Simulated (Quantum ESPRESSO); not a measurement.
# Beryllium (P6_3/mmc): zone-centre phonons, part 2 of 2

Aim: the zone-centre modes of Beryllium (P6_3/mmc).

Quantum ESPRESSO 7.5; DFT LDA, scalar-relativistic, plane waves, PseudoDojo norm-conserving pseudopotentials.

So far. Step 2 (A probe with smearing): No gap opens on this mesh, so smearing is kept; the start stands at -8.2 GPa. Step 4 (Ground state): The cell stands at 0.015 GPa, close enough for phonons. The relaxed cell has a = 2.226, c = 3.524 Å (conventional setting).

### 5. Linear response at Γ

At q = 0 one unit cell holds all displacements; symmetry groups them into irreducible representations that are solved one by one. With smeared occupations no response to a homogeneous field can be asked.

The input, ph.in:

```
phonons
&inputph
   prefix = 'x'
   outdir = './tmp'
   fildyn = 'g.dyn'
   tr2_ph = 1.0d-18
   alpha_mix(1) = 0.4
   nmix_ph = 8
/
0.000000000000 0.000000000000 0.000000000000
```

On the command line:

```
$ OMP_NUM_THREADS=1 mpirun -n 4 ph.x -nk 4 -in ph.in > ph.out
```

The log of the run:

```text
[banners, grids, parts of the stress and lines that vanish by symmetry left out]
[banner, memory and clock lines left out]
Program PHONON v.7.5

     ./tmp/x.save/

     IMPORTANT: XC functional enforced from input :
     Exchange-correlation= PW
                           (   1   4   0   0   0   0   0)
     Any further DFT definition will be discarded
     Please, verify this is what you really want

     G-vector sticks info

     Reading collected, re-writing distributed wavefunctions in ./tmp/

     Number and degeneracy of irreps per q-point
       N         xq(1)         xq(2)         xq(3)   N irreps
       1   0.000000000   0.000000000   0.000000000       4
        1   2   1   2

     Calculation of q =    0.0000000   0.0000000   0.0000000

     phonons

     bravais-lattice index     =            0
     lattice parameter (alat)  =       4.2057  a.u.
     unit-cell volume          =     102.0058 (a.u.)^3
     number of atoms/cell      =            2
     number of atomic types    =            1
     kinetic-energy cut-off    =      88.0000  Ry
     charge density cut-off    =     352.0000  Ry
     convergence threshold     =      1.0E-18
     beta                      =       0.4000
     number of iterations used =            8
     Exchange-correlation= PW
                           (   1   4   0   0   0   0   0)

     celldm(1)=    4.20566  celldm(2)=    0.00000  celldm(3)=    0.00000
     celldm(4)=    0.00000  celldm(5)=    0.00000  celldm(6)=    0.00000

     crystal axes: (cart. coord. in units of alat)
               a(1) = (  1.0000  0.0000  0.0000 )
               a(2) = ( -0.5000  0.8660  0.0000 )
               a(3) = (  0.0000  0.0000  1.5834 )

     reciprocal axes: (cart. coord. in units 2 pi/alat)
               b(1) = (  1.0000  0.5774 -0.0000 )
               b(2) = (  0.0000  1.1547  0.0000 )
               b(3) = (  0.0000 -0.0000  0.6315 )

     Atoms inside the unit cell:

     Cartesian axes

     site n.  atom      mass           positions (alat units)
        1  Be      9.0122   tau(    1) = (   -0.00000    0.57735    0.39585  )
        2  Be      9.0122   tau(    2) = (    0.50000    0.28868    1.18756  )

     Computing dynamical matrix for
                    q = (   0.0000000   0.0000000   0.0000000 )

     25 Sym.Ops. (with q -> -q+G )

     G cutoff =  157.7067  (  11439 G-vectors)     FFT grid: ( 25, 25, 40)

     number of k points=   264  Marzari-Vanderbilt smearing, width (Ry)=  0.0200

     PseudoPot. # 1 for Be read from file:
     ./pseudo/Be.upf
     Pseudo is Norm-conserving, Zval =  4.0
     Using radial grid of 1358 points,  4 beta functions with:
                l(1) =   0
                l(2) =   0
                l(3) =   1
                l(4) =   1

     Mode symmetry, D_6h(6/mmm) point group:

     Atomic displacements:
     There are    4 irreducible representations

     Representation     1      1 modes -  To be done

     Representation     2      2 modes -  To be done

     Representation     3      1 modes -  To be done

     Representation     4      2 modes -  To be done

     Alpha used in Ewald sum =   2.8000

     Representation #   1 mode #   1

     Self-consistent Calculation
      iter #   1   av.it.:   6.9
      thresh= 1.000E-02 alpha_mix =  0.400 |ddv_scf|^2 =  9.180E-05
      iter #   2   av.it.:   7.8
      thresh= 9.581E-04 alpha_mix =  0.400 |ddv_scf|^2 =  2.231E-06
      iter #   3   av.it.:   8.2
      thresh= 1.494E-04 alpha_mix =  0.400 |ddv_scf|^2 =  1.394E-07
      iter #   4   av.it.:   8.7
      thresh= 3.733E-05 alpha_mix =  0.400 |ddv_scf|^2 =  5.113E-11
      iter #   5   av.it.:   7.2
      thresh= 7.151E-07 alpha_mix =  0.400 |ddv_scf|^2 =  1.723E-11
      iter #   6   av.it.:   8.4
      thresh= 4.151E-07 alpha_mix =  0.400 |ddv_scf|^2 =  9.049E-16
      iter #   7   av.it.:   7.5
      thresh= 3.008E-09 alpha_mix =  0.400 |ddv_scf|^2 =  2.775E-16
      iter #   8   av.it.:   7.6
      thresh= 1.666E-09 alpha_mix =  0.400 |ddv_scf|^2 =  2.438E-20

     End of self-consistent calculation

     Convergence has been achieved

     Representation #   2 modes #   2   3

     Self-consistent Calculation
      iter #   1   av.it.:   6.1
      thresh= 1.000E-02 alpha_mix =  0.400 |ddv_scf|^2 =  1.192E-06
      iter #   2   av.it.:   8.5
      thresh= 1.092E-04 alpha_mix =  0.400 |ddv_scf|^2 =  3.363E-07
      iter #   3   av.it.:   9.1
      thresh= 5.799E-05 alpha_mix =  0.400 |ddv_scf|^2 =  4.307E-10
      iter #   4   av.it.:   8.9
      thresh= 2.075E-06 alpha_mix =  0.400 |ddv_scf|^2 =  1.006E-11
      iter #   5   av.it.:   8.6
      thresh= 3.172E-07 alpha_mix =  0.400 |ddv_scf|^2 =  2.005E-13
      iter #   6   av.it.:   9.0
      thresh= 4.478E-08 alpha_mix =  0.400 |ddv_scf|^2 =  6.864E-17
[...]
End of self-consistent calculation

     Convergence has been achieved

     Representation #   3 mode #   4

     Self-consistent Calculation
[...]
End of self-consistent calculation

     Convergence has been achieved

     Representation #   4 modes #   5   6

     Self-consistent Calculation
[...]
iter #   2   av.it.:   8.5
      thresh= 1.017E-04 alpha_mix =  0.400 |ddv_scf|^2 =  3.052E-07
      iter #   3   av.it.:   9.1
      thresh= 5.525E-05 alpha_mix =  0.400 |ddv_scf|^2 =  1.556E-10
      iter #   4   av.it.:   8.5
      thresh= 1.247E-06 alpha_mix =  0.400 |ddv_scf|^2 =  1.162E-11
      iter #   5   av.it.:   8.7
      thresh= 3.409E-07 alpha_mix =  0.400 |ddv_scf|^2 =  1.343E-13
      iter #   6   av.it.:   8.9
      thresh= 3.665E-08 alpha_mix =  0.400 |ddv_scf|^2 =  8.224E-17
      iter #   7   av.it.:   8.8
      thresh= 9.068E-10 alpha_mix =  0.400 |ddv_scf|^2 =  9.769E-18
      iter #   8   av.it.:   8.4
      thresh= 3.126E-10 alpha_mix =  0.400 |ddv_scf|^2 =  1.908E-21

     End of self-consistent calculation

     Convergence has been achieved

     Number of q in the star =    1
     List of q in the star:
          1   0.000000000   0.000000000   0.000000000

     Diagonalizing the dynamical matrix

     q = (    0.000000000   0.000000000   0.000000000 )

 **************************************************************************
     freq (    1) =       0.097786 [THz] =       3.261800 [cm-1]
     freq (    2) =       0.097786 [THz] =       3.261800 [cm-1]
     freq (    3) =       0.106844 [THz] =       3.563945 [cm-1]
     freq (    4) =      14.332792 [THz] =     478.090476 [cm-1]
     freq (    5) =      14.332792 [THz] =     478.090476 [cm-1]
     freq (    6) =      21.221456 [THz] =     707.871566 [cm-1]
 **************************************************************************

     Mode symmetry, D_6h(6/mmm) point group:

     freq (   1-   2) =          3.3  [cm-1]   --> E_1u            I
     freq (   3-   3) =          3.6  [cm-1]   --> A_2u            I
     freq (   4-   5) =        478.1  [cm-1]   --> E_2g            R
     freq (   6-   6) =        707.9  [cm-1]   --> B_1g
```

The job ended after 3.5 min (4 MPI ranks of Intel Xeon at 2.50GHz (Skylake/Cascade Lake), shared host).

Numbers from this step:

```yaml
largest_acoustic_frequency_at_the_zone_centre_before_the_sum_rule: 3.56 cm⁻¹
highest_optical_zone_centre_mode_no_lo_to_term: 707.9 cm⁻¹
lowest_optical_zone_centre_mode: 478.1 cm⁻¹
```

The acoustic modes at Γ come out as far as 3.6 cm⁻¹ from zero, where they should vanish, a small numerical error.

### 6. Zone-centre analysis

A rigid shift of the crystal must cost nothing, but grids and finite bases break this; the acoustic sum rule is imposed before the matrix is diagonalised again.

The input, dynmat.in:

```
&input
   fildyn = 'g.dyn'
   asr = 'crystal'
   fileig = 'dynmat.eig'
/
```

On the command line:

```
$ dynmat.x -in dynmat.in > dynmat.out
```

The log of the run:

```text
[banner, memory and clock lines left out]
Program DYNMAT v.7.5

     Reading Dynamical Matrix from file g.dyn
     ...Force constants read
     ...epsilon and Z* not read (not found on file)
     Acoustic Sum Rule: || Z*(ASR) - Z*(orig)|| =    0.000000E+00
     Acoustic Sum Rule: ||dyn(ASR) - dyn(orig)||=    1.342736E-05
     A direction for q was not specified:TO-LO splitting will be absent

     Polarizability (A^3 units)
     multiply by 1.000000 for Clausius-Mossotti correction
         0.000000    0.000000    0.000000
         0.000000    0.000000    0.000000
         0.000000    0.000000    0.000000

     IR activities are in (D/A)^2/amu units

# mode   [cm-1]    [THz]      IR
    1     -0.00   -0.0000    0.0000
    2     -0.00   -0.0000    0.0000
    3     -0.00   -0.0000    0.0000
    4    478.09   14.3328    0.0000
    5    478.09   14.3328    0.0000
    6    707.87   21.2215    0.0000
```

Wall time 1.2 s (1 thread).

Unit eigenvectors of the mass-weighted matrix after the sum rule; no LO-TO term. Modes at Γ:

```csv
mode,frequency (cm⁻¹),symmetry
1,0.0,acoustic
2,0.0,acoustic
3,0.0,acoustic
4,478.1,E2g
5,478.1,E2g
6,707.9,B1g
```

Displacements in mode 4 (478.1 cm⁻¹), the largest set to 1:
```
Be1  1.00 -0.71  0.00
Be2 -1.00  0.71  0.00
```

Displacements in mode 6 (707.9 cm⁻¹), the largest set to 1:
```
Be1  0.00  0.00  1.00
Be2  0.00  0.00 -1.00
```

The rule moves no optical mode by more than 0.1 cm⁻¹.

### 7. What came out

* space group after relaxation: P6_3/mmc
* volume per atom: 7.56 Å³
* highest optical zone-centre mode (no LO-TO term): 707.9 cm⁻¹
* lowest optical zone-centre mode: 478.1 cm⁻¹
* imaginary optical modes at the zone centre (no q mesh in this session): none

What this shows: At the LDA level the optical modes of Beryllium (P6_3/mmc) at the zone centre run from 478 to 708 cm⁻¹. Left out of this account: PBE with PseudoDojo NC, since it is gradient-corrected and no frozen-mode check or second program bears its response out; PBEsol with PseudoDojo NC, since it is gradient-corrected and no frozen-mode check or second program bears its response out. What is said of the levels holds for those shown. These are harmonic frequencies at zero temperature: anharmonic shifts and linewidths and thermal expansion are left out. In a metal the frequencies hang on the k mesh and the smearing, most of all near Kohn anomalies.

Calculation against experiment:

| quantity | measured | LDA PseudoDojo norm-conserving, Quantum ESPRESSO |
| --- | --- | --- |
| Raman mode, E2g (cm⁻¹) | 455 | 478 (+5.1 %) |

Measured values from arxiv:2109.15077 (2021).

Verdict: The Raman mode is off by +5.1 %: fair agreement. The grades are ours: good and fair within 3 and 7 % for the Raman mode. For Raman mode the calculation has a static lattice, without zero-point motion or thermal expansion.

[Host names and launcher messages were left out of these logs when they were recorded.]

[Logs are printed without paths, hosts, clocks, repeated set-up lines and the standing remarks that a program may print on its own settings, such as how far it seeks lower states.]

[Hosts, paths, dates, database ids (printed as entryN), source tags and the programs' standing remarks are cut or masked in the printed files.]
